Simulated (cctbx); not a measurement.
# What is wrong with this refinement?

Cell a = 3.9820 Å, b = 3.9820 Å, c = 11.5780 Å, α = 90.00°, β = 90.00°, γ = 90.00°; space group I4/mmm (no. 139). The compound is YGa2Cu2C.

Simulated single-crystal data (cctbx): synchrotron X-rays, λ = 0.6889 Å, to d = 0.65 Å, 70 % of the full sphere, strongest reflection 20000 counts, noise from counting, a 3 % proportional error and a noise floor of 2 counts (s.d.); no absorption.

An anisotropic refinement with weights 1/σ² prints:

```text
Rint 0.027, 129 unique reflections to 0.65 A
cycle     R1     wR2    GooF  max shift (A)
   1  0.0823  0.2248  11.695   0.00113
   2  0.0324  0.0872   4.534   0.00001
final R1 0.0324 wR2 0.0872 GooF 4.534  parameters 9  data/parameter 14.3
atom        x        y        z      Ueq    occ   su(xyz)  su(Uiso or U11)
Y1     0.50000  0.50000  0.00000   0.0074  1.000  0.00000  0.0005
Cu1    0.50000  0.50000  0.35647   0.0051  1.000  0.00012  0.0004
Ga1    0.50000  0.00000  0.25000   0.0141  1.000  0.00000  0.0005
C1     0.00000  0.00000  0.00000   0.0192  1.000  0.00000  0.0054
difference map: max 2.67 min -2.18 rms 0.38
Q1    0.0000  0.0000  0.1657    4    2.67  0.26 A from Cu1
Q2    0.0000  0.0000  0.5000    2    0.97  0.00 A from Y1
Q3    0.0000  0.2649  0.2368   16    0.66  0.95 A from Ga1
Q4    0.0000  0.0000  0.2519    4    0.66  1.25 A from Cu1
Q5    0.0000  0.2148  0.0667   16    0.56  1.15 A from C1
Q6    0.0000  0.5000  0.1708    8    0.53  0.92 A from Ga1
```

Q: Accept it or mend it, and why?

Mend it. The fault: elements exchanged: Ga1 is Cu and Cu1 is Ga. Against the right model at the same level, R1 goes from 0.0076 to 0.0324 and GooF from 0.92 to 4.53, U of Cu1 shrinks from 0.0088 to 0.0051 Å², U of Ga1 swells from 0.0099 to 0.0141 Å², the top difference peak, 2.7 e/Å³, lies on Cu1 and a hole of -2.2 e/Å³ opens. Ga1 has 2 electrons too many and its U swells to shed them, as expected (near an absorption edge f′ can widen the mismatch well beyond the difference in Z); Cu1 has 2 electrons too few and its U shrinks to make up, as expected (near an absorption edge f′ can widen the mismatch well beyond the difference in Z).

The compound is YGa2Cu2C. The right model at the same level gives:

```text
Rint 0.027, 129 unique reflections to 0.65 A
cycle     R1     wR2    GooF  max shift (A)
   1  0.0212  0.0588   3.059   0.00105
   2  0.0076  0.0176   0.915   0.00000
final R1 0.0076 wR2 0.0176 GooF 0.915  parameters 9  data/parameter 14.3
atom        x        y        z      Ueq    occ   su(xyz)  su(Uiso or U11)
Y1     0.50000  0.50000  0.00000   0.0072  1.000  0.00000  0.0001
Ga1    0.50000  0.50000  0.35646   0.0088  1.000  0.00002  0.0001
Cu1    0.50000  0.00000  0.25000   0.0099  1.000  0.00000  0.0001
C1     0.00000  0.00000  0.00000   0.0171  1.000  0.00000  0.0010
difference map: max 0.47 min -0.26 rms 0.08
Q1    0.0000  0.0000  0.2525    4    0.47  1.26 A from Ga1
Q2    0.2445  0.2445  0.5000    8    0.32  1.38 A from Y1
Q3    0.0000  0.1811  0.1921   16    0.28  0.91 A from Ga1
Q4    0.0000  0.2127  0.3103   16    0.26  1.34 A from Cu1
Q5    0.2564  0.2564  0.4355   16    0.24  1.56 A from C1
Q6    0.2380  0.2380  0.1353   16    0.21  1.34 A from Ga1
```

This is a model crystal, built by substitution and not relaxed, with assumed displacement parameters.

[Middle refinement cycles are left out of these outputs.]

[Logs are printed without paths, hosts, clocks, repeated set-up lines and the standing remarks that a program may print on its own settings, such as how far it seeks lower states.]
